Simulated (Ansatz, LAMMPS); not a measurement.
# Relaxing amorphous 93SiO2-7P2O5 (mol %) (92 atoms), part 2 of 4

Aim: bring amorphous 93SiO2-7P2O5 (mol %) (92 atoms) to a nearby minimum of the energy and see what moves.

Ansatz 0.2.0; Kohn-Sham DFT, PBE, PAW (set soft_2), plane waves.

The cell: 26 Si, 4 P and 62 O. The quench rate of 50 K/ps far exceeds what a furnace or splat quench reaches. The starting topology of bonds comes from the classical model. Only the Γ point is sampled in the main run, in a cell whose shortest periodic width is 11 Å.

So far. Step 3 (Single point at the start): Neighbours are counted within 2.08 Å (O-Si), 1.93 Å (O-P).

### Step 4. Cell and atoms relaxed

The cell is relaxed with the atoms, since the starting lattice needn't suit this functional.

File input.yaml:

```yaml
crystal:
  lattice:
    - [11.1212, 0.0, 0.0]
    - [0.0, 11.1212, 0.0]
    - [0.0, 0.0, 11.1212]
  atoms:
    [... the 92 atom lines of step 3 ...]
kpoints:
  mp_grid: { grid: [1, 1, 1] }
hamiltonian:
  xc: pbe
scf:
  occupations: { method: fermi_dirac, width: 0.025 }
output:
  forces: true
relax:
  f_tol: 0.04
  max_steps: 250
  cell: {}
```

On the command line:

```
$ ansatz run input.yaml --threads 4 --pin off --max-ram 8192MiB --backend cpu --events-out ev --progress --plain --runs-dir out
```

Standard output:

```text
[...]
Crystal: 92 atoms, lattice volume = 1375.482 Å³
Basis set: ecut = 420 eV, 26961 PW (Γ), exchange–correlation on 150×150×150 points (8 copies of the dense FFT grid, shifted against one another)
Bands: 340, of which v1, the nominal top of the filled ones, is band 248 counted from 1 (247 counted from 0)
Symmetry: 1 space group operations
[...]
k-points: 1
[...]
SCF iter   1: F=—  HF=-54815.105296 eV  |F-HF|=—  |Δ(HF+E_count)|=         —  Δρ=2.76e-3  dr2=1.86e-1  ethr=1.77e-3  ⟨swp⟩=7.0  Hψ=1788  notcnv=0  defer=68
[...]
SCF iter   9: F=-54815.062797 eV  HF=-54815.062797 eV  |F-HF|=3.61e-8  |Δ(HF+E_count)|=   1.10e-7  Δρ=2.58e-6  dr2=8.38e-8  ethr=2.02e-11  ⟨swp⟩=6.0  Hψ=1155  notcnv=0
SCF 1 converged in 9 iterations: F = -54815.062797 eV  dr2 = 8.38e-8
[...]
relax step   1: F+E_penalty+E_count = -54815.06279660 eV  Δ(F+E_penalty+E_count) = +0.000e0 eV  max|allowed force component| = 4.301e0 eV/Å  Δτ_max = 0.0000 Å  P = +3.920 GPa  Ω = 1375.482 Å³  (9 SCF iters, dr2 threshold 1.00e-7 eV, accepted)
[... from here on, the SCF cycles and remarks between the steps are left out ...]
relax step   2: F+E_penalty+E_count = -54816.56403787 eV  Δ(F+E_penalty+E_count) = -1.501e0 eV  max|allowed force component| = 3.300e0 eV/Å  Δτ_max = 0.1038 Å  P = +2.034 GPa  Ω = 1388.080 Å³  energy of the carried Pulay correction = -3.979e-2 eV  (8 SCF iters, dr2 threshold 9.20e-6 eV, accepted)
relax step   3: F+E_penalty+E_count = -54818.37837284 eV  Δ(F+E_penalty+E_count) = -1.814e0 eV  max|allowed force component| = 6.220e-1 eV/Å  Δτ_max = 0.1949 Å  P = -0.668 GPa  Ω = 1398.412 Å³  energy of the carried Pulay correction = -7.215e-2 eV  (8 SCF iters, dr2 threshold 9.20e-6 eV, accepted)
relax step   4: F+E_penalty+E_count = -54818.76452784 eV  Δ(F+E_penalty+E_count) = -3.862e-1 eV  max|allowed force component| = 5.545e-1 eV/Å  Δτ_max = 0.1582 Å  P = -0.449 GPa  Ω = 1386.107 Å³  energy of the carried Pulay correction = -3.358e-2 eV  (7 SCF iters, dr2 threshold 9.20e-6 eV, accepted)
relax step   5: F+E_penalty+E_count = -54819.00903535 eV  Δ(F+E_penalty+E_count) = -2.445e-1 eV  max|allowed force component| = 7.233e-1 eV/Å  Δτ_max = 0.1946 Å  P = -0.303 GPa  Ω = 1377.996 Å³  energy of the carried Pulay correction = -7.967e-3 eV  (7 SCF iters, dr2 threshold 9.20e-6 eV, accepted)
relax step   6: F+E_penalty+E_count = -54819.37654794 eV  Δ(F+E_penalty+E_count) = -3.675e-1 eV  max|allowed force component| = 7.958e-1 eV/Å  Δτ_max = 0.2000 Å  P = +0.032 GPa  Ω = 1371.395 Å³  energy of the carried Pulay correction = +1.299e-2 eV  (7 SCF iters, dr2 threshold 9.20e-6 eV, accepted)
relax step   7: F+E_penalty+E_count = -54819.49914413 eV  Δ(F+E_penalty+E_count) = -1.226e-1 eV  max|allowed force component| = 1.476e0 eV/Å  Δτ_max = 0.1947 Å  P = +0.157 GPa  Ω = 1369.018 Å³  energy of the carried Pulay correction = +2.056e-2 eV  (7 SCF iters, dr2 threshold 9.20e-6 eV, accepted)
relax step   8: F+E_penalty+E_count = -54819.84764556 eV  Δ(F+E_penalty+E_count) = -3.485e-1 eV  max|allowed force component| = 3.551e-1 eV/Å  Δτ_max = 0.2000 Å  P = -0.044 GPa  Ω = 1372.559 Å³  energy of the carried Pulay correction = +9.284e-3 eV  (8 SCF iters, dr2 threshold 9.20e-6 eV, accepted)
relax step   9: F+E_penalty+E_count = -54819.80622172 eV  Δ(F+E_penalty+E_count) = +4.142e-2 eV  max|allowed force component| = 1.758e0 eV/Å  Δτ_max = 0.2000 Å  P = -0.181 GPa  Ω = 1380.027 Å³  energy of the carried Pulay correction = -1.440e-2 eV  (7 SCF iters, dr2 threshold 7.88e-6 eV, rejected (line search))
relax step  10: F+E_penalty+E_count = -54819.92785106 eV  Δ(F+E_penalty+E_count) = -8.021e-2 eV  max|allowed force component| = 2.888e-1 eV/Å  Δτ_max = 0.1000 Å  P = +0.045 GPa  Ω = 1372.938 Å³  energy of the carried Pulay correction = +8.080e-3 eV  (12 SCF iters, accepted)
relax step  11: F+E_penalty+E_count = -54819.95072793 eV  Δ(F+E_penalty+E_count) = -2.288e-2 eV  max|allowed force component| = 3.389e-1 eV/Å  Δτ_max = 0.1000 Å  P = -0.003 GPa  Ω = 1373.056 Å³  energy of the carried Pulay correction = +7.706e-3 eV  (7 SCF iters, dr2 threshold 5.21e-6 eV, accepted)
relax step  12: F+E_penalty+E_count = -54819.98255957 eV  Δ(F+E_penalty+E_count) = -3.183e-2 eV  max|allowed force component| = 2.450e-1 eV/Å  Δτ_max = 0.1500 Å  P = -0.085 GPa  Ω = 1373.875 Å³  energy of the carried Pulay correction = +5.102e-3 eV  (7 SCF iters, dr2 threshold 7.18e-6 eV, accepted)
relax step  13: F+E_penalty+E_count = -54820.03228377 eV  Δ(F+E_penalty+E_count) = -4.972e-2 eV  max|allowed force component| = 2.826e-1 eV/Å  Δτ_max = 0.2000 Å  P = -0.022 GPa  Ω = 1373.533 Å³  energy of the carried Pulay correction = +6.187e-3 eV  (7 SCF iters, dr2 threshold 3.75e-6 eV, accepted)
relax step  14: F+E_penalty+E_count = -54820.07677765 eV  Δ(F+E_penalty+E_count) = -4.449e-2 eV  max|allowed force component| = 4.951e-1 eV/Å  Δτ_max = 0.1951 Å  P = -0.219 GPa  Ω = 1372.720 Å³  energy of the carried Pulay correction = +8.771e-3 eV  (7 SCF iters, dr2 threshold 4.99e-6 eV, accepted)
relax step  15: F+E_penalty+E_count = -54820.11030116 eV  Δ(F+E_penalty+E_count) = -3.352e-2 eV  max|allowed force component| = 5.161e-1 eV/Å  Δτ_max = 0.1472 Å  P = +0.030 GPa  Ω = 1369.264 Å³  energy of the carried Pulay correction = +1.977e-2 eV  (7 SCF iters, dr2 threshold 9.20e-6 eV, accepted)
relax step  16: F+E_penalty+E_count = -54820.13313287 eV  Δ(F+E_penalty+E_count) = -2.283e-2 eV  max|allowed force component| = 3.826e-1 eV/Å  Δτ_max = 0.0384 Å  P = +0.116 GPa  Ω = 1370.029 Å³  energy of the carried Pulay correction = +1.734e-2 eV  (6 SCF iters, dr2 threshold 9.20e-6 eV, accepted)
relax step  17: F+E_penalty+E_count = -54820.16159996 eV  Δ(F+E_penalty+E_count) = -2.847e-2 eV  max|allowed force component| = 4.491e-1 eV/Å  Δτ_max = 0.2000 Å  P = +0.070 GPa  Ω = 1362.421 Å³  energy of the carried Pulay correction = +4.164e-2 eV  (7 SCF iters, dr2 threshold 9.15e-6 eV, accepted)
relax step  18: F+E_penalty+E_count = -54820.18325266 eV  Δ(F+E_penalty+E_count) = -2.165e-2 eV  max|allowed force component| = 1.155e-1 eV/Å  Δτ_max = 0.0732 Å  P = -0.083 GPa  Ω = 1367.340 Å³  energy of the carried Pulay correction = +2.591e-2 eV  (6 SCF iters, dr2 threshold 9.20e-6 eV, accepted)
relax step  19: F+E_penalty+E_count = -54820.21245256 eV  Δ(F+E_penalty+E_count) = -2.920e-2 eV  max|allowed force component| = 1.685e-1 eV/Å  Δτ_max = 0.1160 Å  P = -0.016 GPa  Ω = 1363.402 Å³  energy of the carried Pulay correction = +3.850e-2 eV  (8 SCF iters, dr2 threshold 8.33e-7 eV, accepted)
relax step  20: F+E_penalty+E_count = -54820.22542944 eV  Δ(F+E_penalty+E_count) = -1.298e-2 eV  max|allowed force component| = 9.171e-2 eV/Å  Δτ_max = 0.0626 Å  P = -0.051 GPa  Ω = 1361.009 Å³  energy of the carried Pulay correction = +4.616e-2 eV  (7 SCF iters, dr2 threshold 1.78e-6 eV, accepted)
relax step  21: F+E_penalty+E_count = -54820.22950119 eV  Δ(F+E_penalty+E_count) = -4.072e-3 eV  max|allowed force component| = 5.067e-2 eV/Å  Δτ_max = 0.0111 Å  P = +0.077 GPa  Ω = 1360.546 Å³  energy of the carried Pulay correction = +4.765e-2 eV  (6 SCF iters, dr2 threshold 5.26e-7 eV, accepted)
relax step  22: F+E_penalty+E_count = -54820.23523103 eV  Δ(F+E_penalty+E_count) = -5.730e-3 eV  max|allowed force component| = 4.845e-2 eV/Å  Δτ_max = 0.0652 Å  P = -0.012 GPa  Ω = 1359.190 Å³  energy of the carried Pulay correction = +5.200e-2 eV  (8 SCF iters, dr2 threshold 1.60e-7 eV, accepted)
relax step  23: F+E_penalty+E_count = -54820.23559736 eV  Δ(F+E_penalty+E_count) = -3.663e-4 eV  max|allowed force component| = 3.380e-2 eV/Å  Δτ_max = 0.0246 Å  P = -0.026 GPa  Ω = 1359.504 Å³  energy of the carried Pulay correction = +5.099e-2 eV  (7 SCF iters, dr2 threshold 1.47e-7 eV, accepted)
relax step  24: F+E_penalty+E_count = -54820.22927707 eV  Δ(F+E_penalty+E_count) = +6.320e-3 eV  max|allowed force component| = 3.322e-2 eV/Å  Δτ_max = 0.0000 Å  P = -0.040 GPa  Ω = 1359.504 Å³  stress off target by 2.11e-1 GPa  SCF on the basis re-selected at this cell (its energy is not comparable with the rows above)  (7 SCF iters)
relax step  25: F+E_penalty+E_count = -54820.24206949 eV  Δ(F+E_penalty+E_count) = -1.279e-2 eV  max|allowed force component| = 6.591e-2 eV/Å  Δτ_max = 0.0617 Å  P = +0.012 GPa  Ω = 1356.566 Å³  energy of the carried Pulay correction = +9.504e-3 eV  (9 SCF iters, dr2 threshold 1.12e-7 eV, accepted)
relax step  26: F+E_penalty+E_count = -54820.24540934 eV  Δ(F+E_penalty+E_count) = -3.340e-3 eV  max|allowed force component| = 4.401e-2 eV/Å  Δτ_max = 0.0381 Å  P = -0.026 GPa  Ω = 1356.600 Å³  energy of the carried Pulay correction = +9.375e-3 eV  (7 SCF iters, dr2 threshold 2.71e-7 eV, accepted)
relax step  27: F+E_penalty+E_count = -54820.24925800 eV  Δ(F+E_penalty+E_count) = -3.849e-3 eV  max|allowed force component| = 2.177e-2 eV/Å  Δτ_max = 0.0212 Å  P = -0.001 GPa  Ω = 1355.839 Å³  energy of the carried Pulay correction = +1.186e-2 eV  (7 SCF iters, dr2 threshold 1.21e-7 eV, accepted)
relax step  28: F+E_penalty+E_count = -54820.23691483 eV  Δ(F+E_penalty+E_count) = +1.234e-2 eV  max|allowed force component| = 2.178e-2 eV/Å  Δτ_max = 0.0000 Å  P = -0.014 GPa  Ω = 1355.839 Å³  stress off target by 3.90e-2 GPa  SCF on the basis re-selected at this cell (its energy is not comparable with the rows above)  (6 SCF iters)
[...]
SCF converged after 6 iterations
Free energy (F): -54820.236915 eV
[...]
Internal energy: -54820.236915 eV  (E = F + TS)
E sigma→0 (E₀):  -54820.236915 eV
Fermi energy:    4.728533 eV
[...]
--- Forces (eV/Å), atoms counted from 1 ---
  atom   1  Si    -0.00014475     0.00011785    -0.00382158
  atom   2  Si     0.00265047    -0.00616007     0.00461994
  atom   3  Si     0.00674876     0.00104770     0.00543405
  atom   4  Si    -0.00447292     0.00058848     0.00416774
  atom   5  Si     0.00191836    -0.00027817     0.00618893
  atom   6  Si     0.00237840     0.01030261     0.01151095
  atom   7  Si    -0.00623464     0.00610999    -0.00410810
  atom   8  Si     0.00389226     0.00882700     0.00160572
  atom   9  Si    -0.00003111    -0.00007977    -0.00488118
  atom  10  Si    -0.00676051    -0.00370626     0.00193032
  atom  11  Si    -0.00098791     0.00609081    -0.00720136
  atom  12  Si    -0.00321099     0.00535712    -0.00319106
  atom  13  Si     0.00028259     0.00061365     0.00860772
  atom  14  Si    -0.00172385     0.00010492    -0.00069608
[...]
atom  91  O      0.00001105    -0.00089517     0.00122061
  atom  92  O     -0.00129931    -0.00094923    -0.00058790
  max |Σ_I F_I| component: 2.05e-5 eV/Å
--- Stress (GPa, compression-positive) ---
       -0.023185      -0.005039       0.004266
       -0.005041      -0.004790      -0.028399
        0.004266      -0.028398      -0.015434
  P = ⅓ Tr σ = -0.0145 GPa (-0.145 kbar)
--- Relaxed structure (26 steps of the walk, 25 accepted, 2 SCFs on fresh bases) ---
  F+E_penalty+E_count = -54820.23691483 eV   max|allowed force component| = 2.178e-2 eV/Å   (the final SCF, on the basis selected at the relaxed cell)
  cell:  # Å, volume = 1355.8389 Å³
    - [11.035470, -0.115174, 0.063328]
    - [-0.115174, 11.136096, -0.326052]
    - [0.063328, -0.326052, 11.043826]
  atoms:
    - { symbol: Si, position: [0.874124, 0.789072, 0.350343] }
    - { symbol: Si, position: [0.785356, 0.229216, 0.576778] }
    - { symbol: Si, position: [0.167228, 0.411190, 0.843815] }
    - { symbol: Si, position: [0.451016, 0.822398, 0.949615] }
[...]
- { symbol: O, position: [0.189553, 0.839031, 0.231209] }
```

It took 5.7 min on 4 threads of Arm Neoverse V1, shared host; peak memory 1.6 GiB.

Relaxation path (22 of 28):

```
step  energy less that of the first step (eV)  largest force component (eV/Å)  pressure (GPa)  volume (Å³)
   1                                   0.0000                          4.3013            3.92      1375.48
   2                                  -1.5012                          3.3004            2.03      1388.08
   4                                  -3.7017                          0.5545           -0.45      1386.11
   5                                  -3.9462                          0.7233           -0.30      1378.00
   6                                  -4.3138                          0.7958            0.03      1371.40
   7                                  -4.4363                          1.4763            0.16      1369.02
   9                                  -4.7434                          1.7582           -0.18      1380.03
  10                                  -4.8651                          0.2888            0.05      1372.94
  11                                  -4.8879                          0.3389            0.00      1373.06
  13                                  -4.9695                          0.2826           -0.02      1373.53
  14                                  -5.0140                          0.4951           -0.22      1372.72
  15                                  -5.0475                          0.5161            0.03      1369.26
  16                                  -5.0703                          0.3826            0.12      1370.03
  18                                  -5.1205                          0.1155           -0.08      1367.34
  19                                  -5.1497                          0.1685           -0.02      1363.40
  20                                  -5.1626                          0.0917           -0.05      1361.01
  22                                  -5.1724                          0.0485           -0.01      1359.19
  23                                  -5.1728                          0.0338           -0.03      1359.50
 24*                                  -5.1665                          0.0332           -0.04      1359.50
  25                                  -5.1793                          0.0659            0.01      1356.57
  27                                  -5.1865                          0.0218            0.00      1355.84
 28*                                  -5.1741                          0.0218           -0.01      1355.84
```

Relaxation steps marked * repeat the geometry before them on a plane-wave basis chosen anew for their cell, so energy and pressure can jump there. Other such steps can lie between the rows shown. Relaxation step 9 was tried and not accepted.

```
     cell as run  before   after  change
           a (Å)  11.121  11.036  -0.8 %
           b (Å)  11.121  11.141  +0.2 %
           c (Å)  11.121  11.049  -0.7 %
           α (°)   90.00   93.37  +3.7 %
           β (°)   90.00   89.33  -0.7 %
           γ (°)   90.00   91.20  +1.3 %
volume (Å³/atom)   14.95   14.74  -1.4 %
```

The atoms that moved most (Å, as changes of fractional coordinates times the final cell):

```
atom      dx      dy      dz  length
 O57   0.116  -0.994  -0.147   1.012
 O65  -0.465   0.605   0.442   0.882
 O83   0.780   0.303  -0.096   0.843
 O78   0.575   0.350   0.377   0.772
 O62  -0.350   0.075  -0.605   0.703
Si13   0.532   0.342   0.267   0.687
Si21   0.444   0.353   0.266   0.627
 O44  -0.065  -0.600   0.112   0.614
```

The relaxation changed the energy by -56.2 meV/atom, and atoms moved by 0.37 Å r.m.s., 1.0 Å at most.

### Step 5. Structure statistics after relaxation

Bonds before and after, by the cutoffs listed below:

```
pair  bonds before  bonds after  mean before (Å)  mean after (Å)  spread before (Å)  spread after (Å)
O-Si           104          105            1.614           1.636              0.032             0.032
 O-P            16           16            1.529           1.547              0.017             0.042
```

Density 2.26 g/cm³, 14.74 Å³ an atom.

Pair distribution functions g(r), in bins of 0.2 Å:

```
r (Å)  total   O-O   O-Si    O-P  Si-Si  Si-P   P-P
 1.40   0.12  0.00   0.00   2.00   0.00  0.00  0.00
 1.60   5.58  0.00  12.71  12.64   0.00  0.00  0.00
 1.80   0.17  0.00   0.44   0.00   0.00  0.00  0.00
 2.00   0.00  0.00   0.00   0.00   0.00  0.00  0.00
 2.20   0.00  0.00   0.00   0.00   0.00  0.00  0.00
 2.40   0.26  0.57   0.00   0.00   0.00  0.00  0.00
 2.60   2.40  5.28   0.00   0.00   0.00  0.00  0.00
 2.80   0.87  1.74   0.04   0.00   0.59  0.63  0.00
 3.00   0.51  0.34   0.11   0.24   2.12  5.04  0.00
 3.20   0.82  0.52   0.26   0.86   4.75  2.09  0.00
 3.40   0.65  0.56   0.86   1.14   0.00  0.00  0.00
 3.60   0.75  0.39   1.34   1.01   0.00  0.00  0.00
 3.80   1.07  0.76   1.53   2.27   0.00  0.35  0.00
 4.00   1.31  0.76   2.05   2.02   0.50  0.34  4.38
 4.20   1.25  0.69   1.96   1.49   0.90  1.18  0.00
 4.40   0.86  0.80   0.84   0.45   1.23  1.89  3.37
 4.60   0.85  1.30   0.36   0.62   0.76  0.98  0.00
 4.80   0.93  1.29   0.55   0.65   0.77  1.59  0.00
 5.00   1.29  1.73   0.80   0.61   1.78  0.82  0.00
 5.20   1.09  1.36   0.78   0.97   0.89  1.54  2.42
 5.40   1.02  0.94   0.97   1.11   1.69  0.71  2.25
```

Bonds by pair of elements; cutoffs follow the first minimum of g(r), held within bounds set by covalent radii, and pairs that aren't listed don't count as bonded:

```
pair A-B  cutoff (Å)  bonds  mean length (Å)  spread (Å)  shortest (Å)  B about A  A about B
    O-Si        2.12    105             1.64       0.032          1.55       1.69       4.04
     O-P        2.02     16             1.55       0.042          1.47      0.258          4
```

How many atoms have how many bonded neighbours:

```
element  mean  1   2   4  5
      O  1.95  3  59   0  0
      P     4  0   0   4  0
     Si  4.04  0   0  25  1
```

Bond angles, per cent of each kind in bins of 5°:

```
angle (°)  O-Si-O  Si-O-Si  O-P-O  P-O-Si
    80–85     0.6      0.0    0.0     0.0
    85–90     0.6      0.0    0.0     0.0
    90–95     1.9      0.0    0.0     0.0
   95–100     1.9      0.0    0.0     0.0
  100–105    11.9      0.0   16.7     0.0
  105–110    41.9      0.0   37.5     0.0
  110–115    33.1      0.0   25.0     0.0
  115–120     6.9      2.2   16.7     0.0
  120–125     0.0      6.7    4.2     7.1
  125–130     0.0      2.2    0.0     0.0
  130–135     0.0      6.7    0.0    14.3
  135–140     0.0     13.3    0.0    21.4
  140–145     0.0     11.1    0.0    14.3
  145–150     0.6     11.1    0.0     7.1
  150–155     0.0     13.3    0.0    21.4
  155–160     0.0     13.3    0.0     0.0
  160–165     0.0      6.7    0.0    14.3
  165–170     0.0     11.1    0.0     0.0
  170–175     0.6      2.2    0.0     0.0
```

Bond angles (no mean is given where the spread exceeds 20°):

```
  angle  count  mean (°)  spread (°)
 O-Si-O    160       109         7.9
Si-O-Si     45       147        13.5
  O-P-O     24       109         4.7
 P-O-Si     14       144        10.9
```

Oxygen atoms by the number of network formers (Si, P, Ge, B, Al, As, Ga) bound to them:

```
network formers bound to O  O atoms  per cent
                         0        0         0
                         1        3       4.8
                         2       59      95.2
```

Network units: each former by its oxygen neighbours and how many of them bridge to another former:

```
former  O neighbours  bridging O  atoms
    Si             4           3      1
    Si             4           4     24
    Si             5           5      1
     P             4           3      2
     P             4           4      2
```

Bond length by coordination (bonds to H left out):

```
element  coordination  atoms  mean bond length (Å)
      O             1      3                  1.50
      O             2     59                  1.63
     Si             4     25                  1.63
     Si             5      1                  1.73
```

Rings of the network by King's shortest-path rule, up to 12 atoms, one path for each pair of neighbours; H, halogens, alkali and alkaline-earth atoms are left out:

```
ring size (atoms)  rings  per network atom
                8      6             0.065
               10      8             0.087
               12     15             0.163
```

First main peaks of g(r), for some of the pairs, lie near 2.6 Å (O-O), 1.6 Å (O-Si), 1.5 Å (O-P), 3.1 Å (Si-Si) and 3.1 Å (Si-P). By these cutoffs 95 % of O atoms have 2, all P atoms have 4 and 96 % of Si atoms have 4 bonded neighbours. The O-Si-O angle averages 109° with a spread of 8°. 95 % of the oxygens bridge two formers and 5 % are non-bridging. The commonest Si unit has 4 oxygens, 4 of them shared with other formers (24 of 26 atoms). Rings of 12 atoms are the most common (52 % of those counted); sizes run from 8 to 12, where the search stops.

(Continued in part 3 of 4.)

[Long decimals in the printed logs are rounded to 6 places.]

[Logs are printed without paths, hosts, clocks, repeated set-up lines and the standing remarks that a program may print on its own settings, such as how far it seeks lower states.]

[Hosts, paths, dates, database ids (printed as entryN), source tags and the programs' standing remarks are cut or masked in the printed files.]

[A walk said to have stopped at its limit may instead have ended on an SCF cycle that didn't converge.]
